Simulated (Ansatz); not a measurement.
# Ti2NS2 MXene monolayer in a perpendicular field

Aim: how the Ti2NS2 MXene monolayer screens a field along its normal, and what the field does to its bands. A positive field points along +c.

Program: Ansatz 0.2.0. Level of theory: plane-wave DFT, PBE-D3(BJ), Ansatz PAW (set soft_1); PAW set soft_1. Results are calculated unless marked as measured.

This is a report of a sequence of runs, with most program output left out.

## 1. Starting point

The cell holds 5 atoms: 2 S, 2 Ti and 1 N. Its edges and angles: a = 3.029 Å, b = 3.029 Å, c = 42.835 Å, α = 90.0°, β = 90.0°, γ = 120.0°. Vacuum lies along c.

## 2. Relaxation

The starting cell is a guess, so the in-plane lattice and the atoms are relaxed first, with the slab cut off from its images along the normal.

File input.yaml:

```yaml
crystal:
  lattice:
    - [3.02874, 0.0, 0.0]
    - [-1.51437, 2.6229657815, 0.0]
    - [0.0, 0.0, 42.8354521808]
  atoms:
    - { symbol: S, position: [0.3333333333, 0.6666666667, 0.4307179932] }
    - { symbol: Ti, position: [0.6666666667, 0.3333333333, 0.472101144], spin: 1.0 }
    - { symbol: "N", position: [0.0, 0.0, 0.5] }
    - { symbol: Ti, position: [0.3333333333, 0.6666666667, 0.527898856], spin: 1.0 }
    - { symbol: S, position: [0.6666666667, 0.3333333333, 0.5692820068] }
  periodic: [true, true, false]
magnetization:
  spin_polarized: true
kpoints:
  mp_grid: { grid: [12, 12, 1] }
hamiltonian:
  xc: pbe
  dispersion: d3bj
  pseudopotentials: { kind: paw, azcp: { folder: soft_1 } }
scf:
  occupations: { method: fermi_dirac, width: 0.05 }
  convergence: { dr2_threshold: 1.0e-09 }
relax:
  f_tol: 0.004
  max_steps: 90
  cell: {}
output:
  write_potential: true
  write_density: true
  volumetric_format: npy
```

Started as:

```bash
$ ansatz run input.yaml --threads 2 --pin off --max-ram 3072MiB --backend cpu --events-out ev --progress --plain --runs-dir out
```

Elapsed: 2 min, on 2 threads of Arm Neoverse V2, shared host; peak memory 0.79 GiB; 3.8 min of CPU time.

Step by step:

| step | energy less that of the first step (eV) | largest force component (eV/Å) | volume (Å³) |
| --- | --- | --- | --- |
| 1 | 0.0000 | 1.7764 | 340.30 |
| 2 | -0.4843 | 0.7634 | 353.07 |
| 3 | -0.5501 | 0.4293 | 367.17 |
| 4 | -0.5637 | 0.0487 | 367.12 |
| 5 | -0.5640 | 0.0045 | 366.64 |
| 6 | -0.5641 | 0.0005 | 366.58 |
| 7* | -0.5698 | 0.0003 | 366.58 |
| 8 | -0.5698 | 0.0001 | 366.86 |
| 9* | -0.5699 | 0.0001 | 366.86 |

Relaxation steps marked * repeat the geometry before them on a plane-wave basis chosen anew for their cell, so energy and pressure can jump there.

The run keeps the 12 symmetry operations that it works with, so distortions that break them were not tested.

| cell as run | before | after | change |
| --- | --- | --- | --- |
| a (Å) | 3.029 | 3.145 | +3.8 % |
| b (Å) | 3.029 | 3.145 | +3.8 % |

The atoms that moved most (Å, along periodic axes as changes of fractional coordinates times the final cell, across vacuum about the mean position):

| atom | dx | dy | dz | length |
| --- | --- | --- | --- | --- |
| S1 | 0.000 | 0.000 | 0.257 | 0.257 |
| S5 | 0.000 | 0.000 | -0.257 | 0.257 |
| Ti2 | 0.000 | 0.000 | 0.031 | 0.031 |
| Ti4 | 0.000 | 0.000 | -0.031 | 0.031 |

The relaxed structure:

```xyz
5
Lattice="3.1447 0.0000 0.0000 -1.5724 2.7234 0.0000 0.0000 0.0000 42.8355" Properties=species:S:1:pos:R:3
S     0.0000    1.8156   18.7070
Ti    1.5724    0.9078   20.2533
N     0.0000    0.0000   21.4177
Ti    0.0000    1.8156   22.5821
S     1.5724    0.9078   24.1284
```

Numbers from this step:

```yaml
energy_at_zero_smearing: -7196.2856 eV
```

The lattice constant a goes from 3.029 to 3.145 Å.

## 3. Atoms held, field 0

A sawtooth potential applies the field, turning back in the middle of the vacuum. With the dipole correction the typed value is the field outside the slab. The induced dipole is small, so the SCF threshold is tight.

The cell differs from the one that the last finished run ended in (c 42.835 → 23.421 Å).

File input.yaml:

```yaml
crystal:
  lattice:
    - [3.144714021, 0.0, 0.0]
    - [-1.5723570105, 2.7234022298, 0.0]
    - [0.0, 0.0, 23.4214297329]
  atoms:
    - { symbol: S, position: [0.3333333333, 0.6666666667, 0.3842634759] }
    - { symbol: Ti, position: [0.6666666667, 0.3333333333, 0.4502857287] }
    - { symbol: "N", position: [0.0, 0.0, 0.5] }
    - { symbol: Ti, position: [0.3333333333, 0.6666666667, 0.5497142713] }
    - { symbol: S, position: [0.6666666667, 0.3333333333, 0.6157365241] }
kpoints:
  mp_grid: { grid: [18, 18, 1] }
  band_path:
    path: [[0, 0, 0], [0.5, 0, 0], [0.33333333, 0.33333333, 0], [0, 0, 0]]
    npoints: 16
hamiltonian:
  xc: pbe
  dispersion: d3bj
  pseudopotentials: { kind: paw, azcp: { folder: soft_1 } }
scf:
  occupations: { method: fermi_dirac, width: 0.02585 }
  convergence: { dr2_threshold: 1.0e-10 }
efield:
  axis: 3
  dipole_correction: true
  ramp_position: 0.97
  ramp_width: 0.06
  amplitude: 0
output:
  dos: { projected: true, e_range: [-6, 5] }
  write_potential: true
  write_density: true
  volumetric_format: npy
  elf: true
```

It took 19 s on 2 threads; peak memory 0.52 GiB.

This step gave:

| Item | Value |
| --- | --- |
| energy at zero smearing | -7196.2914 eV |
| work function, upper face | 5.773 eV |
| dipole along the normal | 1.69e-7 e·Å |

Running mean over a fixed 2.8 Å (it still follows the layers) of the planar mean; the ramp of the sawtooth is left out. Electron's electrostatic potential energy less the Fermi level against z:

z (Å), electron's electrostatic potential energy less the Fermi level (eV) and a bar from the least value:
```
      3.0        5.8 ##############################
      3.5        5.8 ##############################
      4.0        5.8 ##############################
      4.5        5.8 ##############################
      5.0        5.8 ##############################
      5.5        5.8 ##############################
      6.0        5.7 ##############################
      6.5        5.6 ##############################
      7.0        4.9 ############################
      7.5        2.9 ########################
      8.0        0.3 ####################
      8.5       -1.8 ################
      9.0       -4.6 ##########
      9.5       -7.5 #####
     10.0       -9.0 ##
     10.5       -9.1 ##
     11.0       -9.3 ##
     11.5      -10.1 
     12.0      -10.0 
     12.5       -9.2 ##
     13.0       -9.1 ##
     13.5       -8.9 ##
     14.0       -7.1 ######
     14.5       -4.1 ###########
     15.0       -1.5 ################
     15.5        0.7 ####################
     16.0        3.2 #########################
     16.5        5.1 #############################
     17.0        5.6 ##############################
     17.5        5.7 ##############################
     18.0        5.8 ##############################
     18.5        5.8 ##############################
     19.0        5.8 ##############################
     19.5        5.8 ##############################
     20.0        5.8 ##############################
```

The density of states has structure finer than the step of the table below, so its rows give means over 0.2 eV, whole bins alone (the curve runs from -6 to 1.44 eV). Peaks (eV: height): -5.01: 19.4, -4.87: 10.1, -4.46: 15.2, -4.35: 13.4, -4.04: 8.30, -3.05: 7.93, -2.66: 6.58.

Table of density of states by energy, zero at the Fermi level; means over each step:

| energy (eV) | density of states (states/eV a cell) |
| --- | --- |
| -5.8 | 2.46 |
| -5.6 | 2.14 |
| -5.4 | 0.998 |
| -5.2 | 2.98 |
| -5.0 | 7.66 |
| -4.8 | 3.81 |
| -4.6 | 1.95 |
| -4.4 | 9.32 |
| -4.2 | 1.08 |
| -4.0 | 5.66 |
| -3.8 | 2.88 |
| -3.6 | 1.03 |
| -3.4 | 1.68 |
| -3.2 | 2.78 |
| -3.0 | 4.63 |
| -2.8 | 2.65 |
| -2.6 | 4.33 |
| -2.4 | 4.04 |
| -2.2 | 4.37 |
| -2.0 | 3.56 |
| -1.8 | 3.30 |
| -1.6 | 3.94 |
| -1.4 | 2.94 |
| -1.2 | 3.13 |
| -1.0 | 2.11 |
| -0.8 | 1.45 |
| -0.6 | 1.37 |
| -0.4 | 1.39 |
| -0.2 | 1.45 |
| 0.0 | 1.57 |
| 0.2 | 2.22 |
| 0.4 | 1.21 |
| 0.6 | 1.22 |
| 0.8 | 2.22 |
| 1.0 | 1.99 |
| 1.2 | 2.13 |

Projected DOS per atom over height of the atomic layer and energy from the Fermi level. Layers: S Ti N Ti S from below.

Ten even steps from '_' (0.07 states/eV) to '@' (2.79 states/eV), each cell a mean:
```
__==__==__
__::__::__
__..__..__
__::__::__
__..__..__
__..__..__
__..__..__
::..__..::
--..__..--
==..__..==
++..__..++
++..__..++
--..__..--
==..__..==
..______..
::......::
::......::
::--@@--::
....++....
::::##::::
____::____
__..==..__
```
Columns: height of the atomic layer (Å) from 9 to 14.4 (not evenly spaced); rows upwards: energy from the Fermi level (eV) from -5.96 to 1.42.

The electronic bands at the labelled points (eV, zero at the Fermi level):

| point | band 17 | band 18 | band 19 | band 20 | band 21 | band 22 | band 23 | band 24 |
| --- | --- | --- | --- | --- | --- | --- | --- | --- |
| Γ | -1.11 | -1.11 | 0.22 | 0.22 | 0.34 | 0.34 | 0.54 | 1.57 |
| halfway | -2.48 | -1.69 | -1.41 | -0.93 | -0.51 | 1.24 | 1.45 | 1.64 |
| M | -3.07 | -2.18 | -1.63 | -1.17 | -1.06 | 1.37 | 2.01 | 2.33 |
| halfway | -3.11 | -2.71 | -2.39 | -2.19 | 0.01 | 1.80 | 1.91 | 1.95 |
| K | -3.46 | -3.46 | -2.62 | -2.62 | 1.23 | 1.23 | 1.39 | 2.37 |
| halfway | -2.48 | -2.17 | -1.72 | -1.62 | 0.31 | 0.56 | 1.90 | 2.06 |
| Γ | -1.11 | -1.11 | 0.22 | 0.22 | 0.34 | 0.34 | 0.54 | 1.57 |

ELF in the ca plane at fractional y = 0.333, with atoms of Ti and S within 0.2 Å of it. It is the smooth field of the valence electrons, not physical close to the nuclei.

Ten even steps from '0' (0.00) to '9' (0.92), each cell a mean:
```
00000000000001345532442232114788998631000000
00000000000000012116776112136863699862000000
00000000000000001117777211247830399863100000
00000000000000122215775111136874799852000000
00000000000012456632331232113788987520000000
00000000000125788873113663111255532100000000
00000000000136888875225763111122100000000000
00000000000024678863113553111366653100000000
```
Columns run along c (16.0 Å, from fractional 0.13 to 0.82 of the cell), rows up along a (3.1 Å). Atoms in or near the plane, at fractional coordinates: Ti at (0.45, 0.67), S at (0.62, 0.67).

Valence density in the ca plane at fractional y = 0.333, with atoms of Ti and S within 0.2 Å of it. It is the smooth field of the valence electrons, not physical close to the nuclei.

Ten steps, logarithmic in the rise over the least value, from '0' (0 e/Å³) to '9' (10 e/Å³), each cell a mean:
```
00000000000000122334554322223444432000000000
00000000000000011237997321123454543100000000
00000000000000011248998421123542453100000000
00000000000000012236886321123455543100000000
00000000000000123333553322223344431000000000
00000000000001233332222333333222210000000000
00000000000001234432223343333222110000000000
00000000000001233332223333332233211000000000
```
Columns run along c (16.0 Å, from fractional 0.13 to 0.82 of the cell), rows up along a (3.1 Å). Atoms in or near the plane, at fractional coordinates: Ti at (0.45, 0.67), S at (0.62, 0.67).

Electrostatic potential energy in the ca plane at fractional y = 0.333, with atoms of Ti and S within 0.2 Å of it. With pseudopotentials it is smooth inside the atoms' cores, unlike the true potential.

Ten even steps from '0' (-40 eV) to '9' (6 eV), each cell a mean:
```
99999999999999999999887423688888875358999999
99999999999999999999985000268888840005999999
99999999999999999999984000158888720204899999
99999999999999999999985100268888840016999999
99999999999999999999887534688877876568999999
99999999999999999998778888888766788899999999
99999999999999999987678888888755689999999999
99999999999999999998788877888766788899999999
```
Columns run along c (16.0 Å, from fractional 0.08 to 0.76 of the cell; values clipped at the 3rd and 97th percentile), rows up along a (3.1 Å). Atoms in or near the plane, at fractional coordinates: Ti at (0.45, 0.67), S at (0.62, 0.67).

The work function of the upper face is 5.77 eV.

## 4. Atoms held, field 0.1 V/Å

Edit input.yaml of step 3 so:

```diff
@@ -26,7 +26,6 @@
   dipole_correction: true
-  ramp_position: 0.97
-  ramp_width: 0.06
-  amplitude: 0
+  ramp_position: 0.9466
+  ramp_width: 0.1067
+  amplitude: 0.1
 output:
-  dos: { projected: true, e_range: [-6, 5] }
   write_potential: true
@@ -34,2 +33 @@
   volumetric_format: npy
-  elf: true
```

The job ended after 18 s (2 threads; peak memory 0.5 GiB).

The dipole is 0.0348 e·Å.

## 5. Atoms held, field -0.1 V/Å

Edit input.yaml of step 4 so:

```diff
@@ -28,3 +28,3 @@
   ramp_width: 0.1067
-  amplitude: 0.1
+  amplitude: -0.1
 output:
```

Run time: 18 s. Hardware: 2 threads; peak memory 0.5 GiB.

The dipole is -0.0348 e·Å.

## 6. Response, atoms held

This step: plane-wave DFT, PBE-D3(BJ), Ansatz PAW (set soft_1); response to a field along the normal, atoms held; PAW set soft_1 (Ansatz 0.2.0).

The dipoles give the slope, and the difference of two potentials shows where the field is screened.

Numbers from this step:

| Property | Result |
| --- | --- |
| equivalent conductor thickness p/(ε₀AE) | 7.354 Å |
| distance between the outer atoms | 5.421 Å |

The dipole of the cell by applied field:

| applied field (V/Å) | dipole of the cell (e·Å) |
| --- | --- |
| -0.1000 | -0.0348 |
| 0.0000 | 1.7e-7 |
| 0.1000 | 0.0348 |

Local field over the applied field, running mean. From the potentials at -0.1 and 0.1 V/Å; running mean over 2.5 Å. Local field over applied field against z:

| z (Å) | local field over applied field |
| --- | --- |
| 4.5 | 0.999 |
| 5.0 | 0.998 |
| 5.5 | 0.992 |
| 6.0 | 0.975 |
| 6.5 | 0.930 |
| 7.0 | 0.830 |
| 7.5 | 0.673 |
| 8.0 | 0.494 |
| 8.5 | 0.312 |
| 9.0 | 0.159 |
| 9.5 | 0.0695 |
| 10.0 | 0.0374 |
| 10.5 | 0.0276 |
| 11.0 | 0.0332 |
| 11.5 | 0.0412 |
| 12.0 | 0.0407 |
| 12.5 | 0.0317 |
| 13.0 | 0.0281 |
| 13.5 | 0.0403 |
| 14.0 | 0.0794 |
| 14.5 | 0.179 |
| 15.0 | 0.340 |
| 15.5 | 0.523 |
| 16.0 | 0.700 |
| 16.5 | 0.850 |
| 17.0 | 0.940 |
| 17.5 | 0.979 |
| 18.0 | 0.993 |
| 18.5 | 0.998 |
| 19.0 | 0.999 |

Electrons, planar mean, per unit field. The induced electron density by z:

z (Å), induced electron density (e/Å³ per V/Å) and a bar from the least value:
```
      4.5    0.00000 ###############
      5.0    0.00001 ###############
      5.5    0.00003 ###############
      6.0    0.00011 ###############
      6.5    0.00033 ################
      7.0    0.00093 ###################
      7.5    0.00229 ########################
      8.0    0.00378 ##############################
      8.5    0.00230 ########################
      9.0    0.00087 ##################
      9.5    0.00063 #################
     10.0   -0.00067 ############
     10.5   -0.00006 ###############
     11.0    0.00017 ###############
     11.5    0.00002 ###############
     12.0   -0.00008 ##############
     12.5   -0.00009 ##############
     13.0    0.00022 ################
     13.5    0.00053 #################
     14.0   -0.00080 ############
     14.5   -0.00082 ###########
     15.0   -0.00274 ####
     15.5   -0.00367 
     16.0   -0.00202 #######
     16.5   -0.00080 ############
     17.0   -0.00028 ##############
     17.5   -0.00009 ##############
     18.0   -0.00003 ###############
     18.5   -0.00001 ###############
     19.0    0.00000 ###############
```

By hand: between -0.1 and 0.1 V/Å the dipole changes by 0.06961 e·Å, a slope of 0.3481 e·Å²/V. A perfect conductor of thickness t has p = ε₀AEt, so t = 180.95 × 0.3481 / 8.564 = 7.35 Å (e/ε₀ = 180.95 V·Å, A in Å²).

The induced dipole is that of a conductor 7.35 Å thick.

## 7. What came out

| Quantity | Value |
| --- | --- |
| gap without field | none |
| work function, upper face | 5.77 eV |
| equivalent conductor thickness, atoms held | 7.35 Å |

The induced dipole equals that of a perfect conductor 7.35 Å thick, while the outer atoms lie 5.42 Å apart. There is no gap over 0.03 eV, with or without the field. The first relaxation ran with spin and lost its moment, and the later runs have none; other magnetic states were not tried. The MXene's terminations sit over the metal atoms of its far layer; the site over carbon or nitrogen, which some compounds prefer, was not run.

[Logs are printed without paths, hosts, clocks, repeated set-up lines and the standing remarks that a program may print on its own settings, such as how far it seeks lower states.]

[Hosts, paths, dates, database ids (printed as entryN), source tags and the programs' standing remarks are cut or masked in the printed files.]

[Maps of the electrostatic potential energy from Ansatz leave out the sawtooth potential of an applied field or a dipole correction, so their vacuum need not be flat; planar profiles and work functions include it.]

[The density of states shown here was stored with 400 of the rows of the run's finer table, so its peaks can read low, often by over a quarter, or be missed, and its means over a window can be off by a tenth or more.]
